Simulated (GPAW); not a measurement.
# C2 in line between two Ag chains: relaxation, then transmission at several levels, part 2 of 2

How well does C2 in line between two Ag chains conduct once its atoms have relaxed, and how much do cheaper levels lose?

GPAW 26.7.0; GPAW LCAO, PAW setups; relaxation of the junction within the symmetry of its start, lead ends held (the session's first sound run).

So far, transmission at the Fermi level (one spin): step 3 (GPAW, dzp) 0.211; step 4 (basis szp(dzp)) 0.184; step 5 (basis sz(dzp)) 0.241. Also open channels of the lead at the Fermi level (one spin): 1 in steps 3, 4 and 5.

## (6) RPBE in the dzp basis: xc = "RPBE"

Level of this step: GPAW LCAO, PAW setups; Landauer transmission from Green's functions with principal layers (ASE), zero bias (GPAW).

Back in the dzp basis, the functional changes from PBE to RPBE, to set the spread between functionals beside that between bases.

run.py reads:

```python
import json
import numpy as np
from ase import Atoms
from ase.transport.calculators import TransportCalculator
from gpaw import GPAW, FermiDirac
from gpaw.lcao.tools import get_lcao_hamiltonian
from scipy.linalg import eigh

# The junction with lead layers at both ends, along the third cell vector
device = Atoms(
    ['Ag', 'Ag', 'Ag', 'Ag', 'Ag', 'Ag', 'Ag', 'C', 'C', 'Ag', 'Ag', 'Ag', 'Ag', 'Ag', 'Ag', 'Ag'],
    positions=[
        [4.50000, 4.50000, 1.33000],
        [4.50000, 4.50000, 3.99000],
        [4.50000, 4.50000, 6.65000],
        [4.50000, 4.50000, 9.31000],
        [4.50000, 4.50000, 11.97000],
        [4.50000, 4.50000, 14.63000],
        [4.50000, 4.50000, 17.21714],
        [4.50000, 4.50000, 19.19100],
        [4.50000, 4.50000, 20.45740],
        [4.50000, 4.50000, 22.43126],
        [4.50000, 4.50000, 25.01840],
        [4.50000, 4.50000, 27.67840],
        [4.50000, 4.50000, 30.33840],
        [4.50000, 4.50000, 32.99840],
        [4.50000, 4.50000, 35.65840],
        [4.50000, 4.50000, 38.31840]],
    cell=[[9.0, 0.0, 0.0], [0.0, 9.0, 0.0], [0.0, 0.0, 39.6484]],
    pbc=True)

# One principal layer of the lead: the first 4 atoms of the device
lead = Atoms(
    ['Ag', 'Ag', 'Ag', 'Ag'],
    positions=[
        [4.50000, 4.50000, 1.33000],
        [4.50000, 4.50000, 3.99000],
        [4.50000, 4.50000, 6.65000],
        [4.50000, 4.50000, 9.31000]],
    cell=[[9.0, 0.0, 0.0], [0.0, 9.0, 0.0], [0.0, 0.0, 10.64]],
    pbc=True)

settings = dict(mode='lcao', basis='dzp', xc='RPBE', h=0.2,
                occupations=FermiDirac(0.1), maxiter=250,
                mixer=dict(beta=0.1, nmaxold=8, weight=100.0),
                convergence=dict(density=0.0001))
energies = np.arange(-2, 2 + 1e-9, 0.025)
eta = 0.0001
n1, n2 = 1, 1
# k and -k transmit alike, so half of the mesh across the current serves
mesh = [(i, j) for i in range(n1) for j in range(n2) if (i, j) <= (-i % n1, -j % n2)]
weights = np.array([1 if (i, j) == (-i % n1, -j % n2) else 2 for i, j in mesh]) / (n1 * n2)

# [... helper functions left out ...]
fermi_lead = ground_state(lead, (1, 1, 11), 'lead.txt')
fermi_device = ground_state(device, (1, 1, 2), 'device.txt')
# [... loop over the mesh left out, but for ...]
        # Shift the lead onto the potential of the device's first layer
        shift = ((H[:, 0, 0] - H0[:, 0, 0]) / S0[0, 0]).real.mean()
# [...]
kT = 8.617333e-5 * 300
bias = [0.1, 0.2, 0.5, 1.0, 1.5, 2.0]
# [... integrals and printing left out ...]
```

Command:

```
> OMP_NUM_THREADS=1 OPENBLAS_NUM_THREADS=1 python run.py
```

What it wrote:

```text
basis functions: device 404, principal layer 108
Fermi level: lead -3.6149 eV, device -3.8752 eV; lead shifted by -0.0001 eV
largest coupling past the next layer 3.60e-05 eV, largest misfit of the first layer 0.087 eV
  E-E_F (eV)   T (one spin)  [channel counts left out]
    -2.000    2.7763e-01
    -1.975    2.3773e-01
    -1.950    2.0037e-01
[...]
1.975    3.8089e-02
     2.000    3.7869e-02
conductance at 300 K: 0.21306 G0 a cell; thermopower 16.54 uV/K
current from the zero-bias T(E) at 0.1 V: 1.6541 uA
current from the zero-bias T(E) at 0.2 V: 3.3285 uA
current from the zero-bias T(E) at 0.5 V: 8.746 uA
current from the zero-bias T(E) at 1.0 V: 22.944 uA
current from the zero-bias T(E) at 1.5 V: 35.353 uA
current from the zero-bias T(E) at 2.0 V: 37.815 uA
```

Elapsed: 2.1 min, on 1 thread of Arm Neoverse V1, shared host; peak memory 1.5 GiB.

Numbers from this step:

* conductance: 0.2131 G₀
* thermopower: 16.54 μV/K
* largest coupling past the next principal layer: 3.60e-5 eV
* largest misfit of the first principal layer: 0.08700 eV
* shift that aligns the lead: -1.12e-4 eV
* basis functions of the junction: 404
* basis functions of a principal layer: 108
* transmission at the Fermi level (one spin): 0.2120

One spin. Transmission, zone mean against energy, zero at the Fermi level:

energy (eV), transmission, zone mean and a bar:
```
   -2.000      0.278 ########
   -1.900      0.128 ####
   -1.800      0.044 #
   -1.700      0.011 
   -1.600      0.000 
   -1.500      0.000 
   -1.400      0.000 
   -1.300      0.000 
   -1.200      0.000 
   -1.100      0.000 
   -1.000      0.007 
   -0.900      0.039 #
   -0.800      0.106 ###
   -0.700      0.271 ########
   -0.600      0.684 #####################
   -0.525      0.991 ##############################
   -0.500      0.986 ##############################
   -0.400      0.671 ####################
   -0.300      0.446 ##############
   -0.200      0.334 ##########
   -0.100      0.265 ########
    0.000      0.212 ######
    0.100      0.169 #####
    0.200      0.135 ####
    0.300      0.111 ###
    0.400      0.093 ###
    0.500      0.080 ##
    0.600      0.072 ##
    0.700      0.065 ##
    0.800      0.060 ##
    0.900      0.057 ##
    1.000      0.054 ##
    1.100      0.051 ##
    1.200      0.049 #
    1.300      0.047 #
    1.400      0.045 #
    1.500      0.044 #
    1.600      0.042 #
    1.700      0.041 #
    1.800      0.040 #
    1.900      0.039 #
    2.000      0.038 #
```

The conductance, 0.213 G₀, lies 0.6 % above that of the dzp run.

## (7) Without the relaxation: geometry = "as built"

The dzp basis with PBE on the structure as first built shows what the relaxation was worth.

Changes to run.py since step 6:

```diff
@@ -18,6 +18,6 @@
         [4.50000, 4.50000, 14.63000],
-        [4.50000, 4.50000, 17.21714],
-        [4.50000, 4.50000, 19.19100],
-        [4.50000, 4.50000, 20.45740],
-        [4.50000, 4.50000, 22.43126],
+        [4.50000, 4.50000, 17.29000],
+        [4.50000, 4.50000, 19.20420],
+        [4.50000, 4.50000, 20.44420],
+        [4.50000, 4.50000, 22.35840],
         [4.50000, 4.50000, 25.01840],
@@ -42,3 +42,3 @@
 
-settings = dict(mode='lcao', basis='dzp', xc='RPBE', h=0.2,
+settings = dict(mode='lcao', basis='dzp', xc='PBE', h=0.2,
                 occupations=FermiDirac(0.1), maxiter=250,
```

What it wrote:

```text
basis functions: device 404, principal layer 108
Fermi level: lead -3.7843 eV, device -4.0326 eV; lead shifted by 0.0002 eV
largest coupling past the next layer 3.56e-05 eV, largest misfit of the first layer 0.080 eV
  E-E_F (eV)   T (one spin)  channels
    -2.000    1.4619e-01    3.0000
    -1.975    1.3097e-01    3.0000
    -1.950    1.1654e-01    3.0000
[...]
1.975    3.6505e-02    1.0000
     2.000    3.6251e-02    1.0000
conductance at 300 K: 0.22859 G0 a cell; thermopower 17.62 uV/K
current from the zero-bias T(E) at 0.1 V: 1.7754 uA
current from the zero-bias T(E) at 0.2 V: 3.5771 uA
current from the zero-bias T(E) at 0.5 V: 9.4971 uA
current from the zero-bias T(E) at 1.0 V: 25.152 uA
current from the zero-bias T(E) at 1.5 V: 35.844 uA
current from the zero-bias T(E) at 2.0 V: 38.101 uA
```

Run time: 2.1 min. Hardware: 1 thread; peak memory 1.5 GiB.

Numbers from this step:

| Quantity | Value |
| --- | --- |
| conductance | 0.2286 G₀ |
| thermopower | 17.62 μV/K |
| largest coupling past the next principal layer | 3.56e-5 eV |
| largest misfit of the first principal layer | 0.07961 eV |
| shift that aligns the lead | 2.16e-4 eV |
| transmission at the Fermi level (one spin) | 0.2272 |

One spin. Table of transmission, zone mean by energy, zero at the Fermi level:

energy (eV), transmission, zone mean and a bar:
```
   -2.000      0.146 ####
   -1.900      0.090 ###
   -1.800      0.043 #
   -1.700      0.020 #
   -1.600      0.000 
   -1.500      0.000 
   -1.400      0.000 
   -1.300      0.000 
   -1.200      0.000 
   -1.100      0.000 
   -1.000      0.007 
   -0.900      0.036 #
   -0.800      0.089 ###
   -0.700      0.209 ######
   -0.600      0.523 ################
   -0.500      0.980 ##############################
   -0.475      0.994 ##############################
   -0.400      0.789 ########################
   -0.300      0.514 ################
   -0.200      0.372 ###########
   -0.100      0.289 #########
    0.000      0.227 #######
    0.100      0.179 #####
    0.200      0.142 ####
    0.300      0.115 ###
    0.400      0.095 ###
    0.500      0.082 ##
    0.600      0.073 ##
    0.700      0.066 ##
    0.800      0.061 ##
    0.900      0.057 ##
    1.000      0.053 ##
    1.100      0.051 ##
    1.200      0.048 #
    1.300      0.046 #
    1.400      0.044 #
    1.500      0.043 #
    1.600      0.041 #
    1.700      0.040 #
    1.800      0.038 #
    1.900      0.037 #
    2.000      0.036 #
```

The conductance, 0.229 G₀, lies 7.9 % above that of the dzp run.

## (8) Cost and result by level

Times are for 1 thread of Arm Neoverse V1, shared host. The series side by side:

```csv
no.,run,conductance (G₀),time,memory (GiB)
1,dzp,0.2118,2.1 min,1.5
2,szp,0.1846,69 s,1.4
3,sz,0.2440,53 s,1.4
4,dzp RPBE,0.2131,2.1 min,1.5
5,asbuilt,0.2286,2.1 min,1.5
```

## (9) Comparison

The curves are compared point by point over the common energies.

This step: comparison of transmission and cost over codes, levels and geometry (GPAW 26.7.0).

Ladder, by row:

```csv
step,code,T at the Fermi level (sum over the listed spins),conductance (G0),r.m.s. T(E) from the first,wall time (s),peak memory (GiB),threads
dzp,GPAW,0.2107,0.2118,0,124.1,1.46,1
szp,GPAW,0.1838,0.1846,0.03031,68.91,1.4,1
sz,GPAW,0.2408,0.244,0.1694,52.79,1.35,1
dzp-RPBE,GPAW,0.212,0.2131,0.02393,125.1,1.46,1
asbuilt,GPAW,0.2272,0.2286,0.04948,128.8,1.46,1
```

Table of transmission, zone mean, sum over the listed spins by energy, zero at the Fermi level:

```csv
energy (eV),dzp,szp,sz,dzp-RPBE,asbuilt
-2.0000,0.384,0.291,0.643,0.278,0.146
-1.7500,0.0501,0.0588,0.256,0.0306,0.0257
-1.5000,1.8e-9,6.1e-10,0.0419,1.9e-9,2.4e-9
-1.2500,2.0e-9,7.6e-10,5.0e-13,2.3e-9,2.6e-9
-1.0500,0.00839,1.8e-4,0.855,0.00220,0.0123
-1.0000,0.00972,0.00576,0.0190,0.00674,0.00742
-0.7500,0.176,0.157,0.0571,0.169,0.135
-0.5000,0.991,0.949,0.457,0.986,0.980
-0.3750,0.609,0.507,0.993,0.599,0.705
-0.2500,0.383,0.321,0.596,0.382,0.432
0.0000,0.211,0.184,0.241,0.212,0.227
0.2500,0.120,0.107,0.126,0.122,0.127
0.5000,0.0781,0.0709,0.0828,0.0805,0.0820
0.7500,0.0604,0.0564,0.0667,0.0627,0.0630
1.0000,0.0514,0.0497,0.0603,0.0537,0.0535
1.2500,0.0456,0.0457,0.0569,0.0479,0.0472
1.5000,0.0414,0.0428,0.0546,0.0435,0.0425
1.7500,0.0382,0.0408,0.0529,0.0403,0.0390
2.0000,0.0358,0.0395,0.0518,0.0379,0.0363
```

## (10) Potential alignment off

Without the shift, lead and junction are matched by their Fermi levels alone.

This step: GPAW LCAO, PAW setups; Landauer transmission from Green's functions with principal layers (ASE), zero bias (GPAW 26.7.0).

Changes to run.py since step 7:

```diff
@@ -18,6 +18,6 @@
         [4.50000, 4.50000, 14.63000],
-        [4.50000, 4.50000, 17.29000],
-        [4.50000, 4.50000, 19.20420],
-        [4.50000, 4.50000, 20.44420],
-        [4.50000, 4.50000, 22.35840],
+        [4.50000, 4.50000, 17.21714],
+        [4.50000, 4.50000, 19.19100],
+        [4.50000, 4.50000, 20.45740],
+        [4.50000, 4.50000, 22.43126],
         [4.50000, 4.50000, 25.01840],
@@ -57,4 +57,4 @@
 # [... loop over the mesh left out, but for ...]
-        # Shift the lead onto the potential of the device's first layer
-        shift = ((H[:, 0, 0] - H0[:, 0, 0]) / S0[0, 0]).real.mean()
+        # Lead and device are aligned by their Fermi levels alone
+        shift = 0.0
 # [...]
```

What it wrote:

```text
basis functions: device 404, principal layer 108
Fermi level: lead -3.7843 eV, device -4.0362 eV; lead shifted by 0.0000 eV
largest coupling past the next layer 3.56e-05 eV, largest misfit of the first layer 0.089 eV
  E-E_F (eV)   T (one spin)  channels
    -2.000    3.8391e-01    3.0000
    -1.975    3.4289e-01    3.0000
    -1.950    3.0249e-01    3.0000
    -1.925    2.6349e-01    3.0000
    -1.900    2.2662e-01    3.0000
    -1.875    1.9234e-01    3.0000
    -1.850    1.6049e-01    3.0000
    -1.825    1.2992e-01    3.0000
    -1.800    9.7065e-02    3.0000
    -1.775    5.5592e-02    1.0000
    -1.750    4.9963e-02    1.0000
    -1.725    4.4122e-02    1.0000
    -1.700    3.7970e-02    1.0000
    -1.675    3.1280e-02    1.0000
    -1.650    2.3572e-02    1.0000
    -1.625    1.3812e-02    1.0000
[...]
1.825    3.7430e-02    1.0000
     1.850    3.7180e-02    1.0000
     1.875    3.6936e-02    1.0000
     1.900    3.6697e-02    1.0000
     1.925    3.6463e-02    1.0000
     1.950    3.6233e-02    1.0000
     1.975    3.6007e-02    1.0000
     2.000    3.5785e-02    1.0000
conductance at 300 K: 0.21176 G0 a cell; thermopower 16.83 uV/K
current from the zero-bias T(E) at 0.1 V: 1.6441 uA
current from the zero-bias T(E) at 0.2 V: 3.3089 uA
current from the zero-bias T(E) at 0.5 V: 8.707 uA
current from the zero-bias T(E) at 1.0 V: 23.003 uA
current from the zero-bias T(E) at 1.5 V: 35.246 uA
current from the zero-bias T(E) at 2.0 V: 37.793 uA
```

Wall time 2.1 min (1 thread); peak memory 1.5 GiB.

Numbers from this step:

```yaml
conductance: 0.2118 G₀
thermopower: 16.83 μV/K
largest_misfit_of_the_first_principal_layer: 0.08899 eV
shift_that_aligns_the_lead: 0 eV
transmission_at_the_fermi_level_one_spin: 0.2107
```

One spin. Table of transmission, zone mean by energy, zero at the Fermi level:

```csv
energy (eV),"transmission, zone mean"
-2.000,0.384
-1.800,0.0971
-1.600,2.0e-6
-1.400,1.8e-9
-1.200,2.3e-9
-1.000,0.00972
-0.800,0.115
-0.600,0.663
-0.500,0.991
-0.400,0.684
-0.200,0.335
0.000,0.211
0.200,0.133
0.400,0.0906
0.600,0.0693
0.800,0.0582
1.000,0.0514
1.200,0.0467
1.400,0.0429
1.600,0.0400
1.800,0.0377
2.000,0.0358
```

Crossings of the lead's bands, unfolded to its shortest repeat. Open channels, zone mean against energy, zero at the Fermi level:

energy (eV), open channels, zone mean and a bar:
```
   -2.000       3.00 ##############################
   -1.900       3.00 ##############################
   -1.800       3.00 ##############################
   -1.700       1.00 ##########
   -1.600       0.00 
   -1.500       0.00 
   -1.400       0.00 
   -1.300       0.00 
   -1.200       0.00 
   -1.100       0.00 
   -1.000       1.00 ##########
   -0.900       1.00 ##########
   -0.800       1.00 ##########
   -0.700       1.00 ##########
   -0.600       1.00 ##########
   -0.500       1.00 ##########
   -0.400       1.00 ##########
   -0.300       1.00 ##########
   -0.200       1.00 ##########
   -0.100       1.00 ##########
    0.000       1.00 ##########
    0.100       1.00 ##########
    0.200       1.00 ##########
    0.300       1.00 ##########
    0.400       1.00 ##########
    0.500       1.00 ##########
    0.600       1.00 ##########
    0.700       1.00 ##########
    0.800       1.00 ##########
    0.900       1.00 ##########
    1.000       1.00 ##########
    1.100       1.00 ##########
    1.200       1.00 ##########
    1.300       1.00 ##########
    1.400       1.00 ##########
    1.500       1.00 ##########
    1.600       1.00 ##########
    1.700       1.00 ##########
    1.800       1.00 ##########
    1.900       1.00 ##########
    2.000       1.00 ##########
```

Not self-consistent under bias; the bias window is split evenly. The current through one cell, from the zero-bias transmission by bias:

```csv
bias (V),"current through one cell, from the zero-bias transmission (μA)"
0.100,1.64
0.200,3.31
0.500,8.71
1.000,23.0
1.500,35.2
2.000,37.8
```

The transmission of the three most open eigenchannels by energy, zero at the Fermi level:

```csv
energy (eV),channel 1,channel 2,channel 3
-2.000,0.143,0.143,0.0983
-1.900,0.0810,0.0728,0.0728
-1.800,0.0610,0.0180,0.0180
-1.700,0.0380,1.7e-9,0
-1.600,2.0e-6,1.7e-9,0
-1.500,1.8e-9,0,0
-1.400,1.8e-9,0,0
-1.300,1.9e-9,0,0
-1.200,2.3e-9,0,0
-1.100,1.4e-10,8.9e-11,3.5e-11
-1.000,0.00972,1.4e-10,2.3e-11
-0.900,0.0465,1.3e-9,0
-0.800,0.115,1.5e-9,0
-0.700,0.273,1.6e-9,0
-0.600,0.663,1.6e-9,0
-0.500,0.991,1.7e-9,0
-0.400,0.684,1.7e-9,0
-0.300,0.450,1.7e-9,0
-0.200,0.335,1.7e-9,0
-0.100,0.264,1.7e-9,0
0.000,0.211,1.8e-9,0
0.100,0.167,1.8e-9,0
0.200,0.133,1.8e-9,0
0.300,0.108,1.8e-9,0
0.400,0.0906,1.8e-9,0
0.500,0.0782,1.8e-9,0
0.600,0.0693,1.8e-9,0
0.700,0.0629,1.8e-9,0
0.800,0.0582,1.8e-9,0
0.900,0.0545,1.8e-9,0
1.000,0.0514,1.9e-9,0
1.100,0.0489,1.9e-9,0
1.200,0.0467,1.9e-9,0
1.300,0.0447,1.9e-9,0
1.400,0.0429,1.9e-9,0
1.500,0.0414,1.9e-9,0
1.600,0.0400,1.9e-9,0
1.700,0.0388,1.9e-9,0
1.800,0.0377,1.9e-9,0
1.900,0.0367,1.9e-9,0
2.000,0.0358,1.9e-9,0
```

The conductance equals that of the dzp run to 0.2 %.

## (11) Outcome

| Item | Value |
| --- | --- |
| conductance | 0.212 G₀ |
| transmission at the Fermi level, mean of the spins | 0.211 |
| thermopower | 16.8 μV/K |
| open channels of the lead there | 1 |

In words: In the dzp basis the junction conducts 0.212 G₀ at 300 K, with T = 0.211 a spin at the Fermi level; no smaller basis tried comes within 10 % of that conductance. Relaxation moved atoms by up to 0.073 Å and took the conductance from 0.229 to 0.212 G₀, as a ratio a smaller change than the step from dzp to the minimal basis. The scatterer reflects about 79 % of the incoming channels at the Fermi level. At the Fermi level one eigenchannel carries the current (0.21). The positive thermopower says that the thermally weighted transmission is larger below the Fermi level, as for hole-like transport. Measured against the first run (dzp), the nearest curve is that of dzp-RPBE (r.m.s. 0.024) and the farthest that of sz (0.17). Over the compared runs wall time goes from 53 s (sz) to 129 s (asbuilt), on a shared host. The leads kept an estimated spacing and the cell its length, so the junction may be under some tension or compression. The geometry comes from the orbital basis, which tends to overbind, and kept the symmetry of the start, so a structure of lower symmetry may lie lower. An evenly spaced straight chain is an idealisation: free chains tend to dimerise, zigzag or, where a band edge lies near the Fermi level, turn magnetic. The currents use the zero-bias T(E) throughout, which holds only while the bias is small against the distance to the nearest feature.

[Logs are printed without paths, hosts, clocks, repeated set-up lines and the standing remarks that a program may print on its own settings, such as how far it seeks lower states.]

[Hosts, paths, dates, database ids (printed as entryN), source tags and the programs' standing remarks are cut or masked in the printed files.]
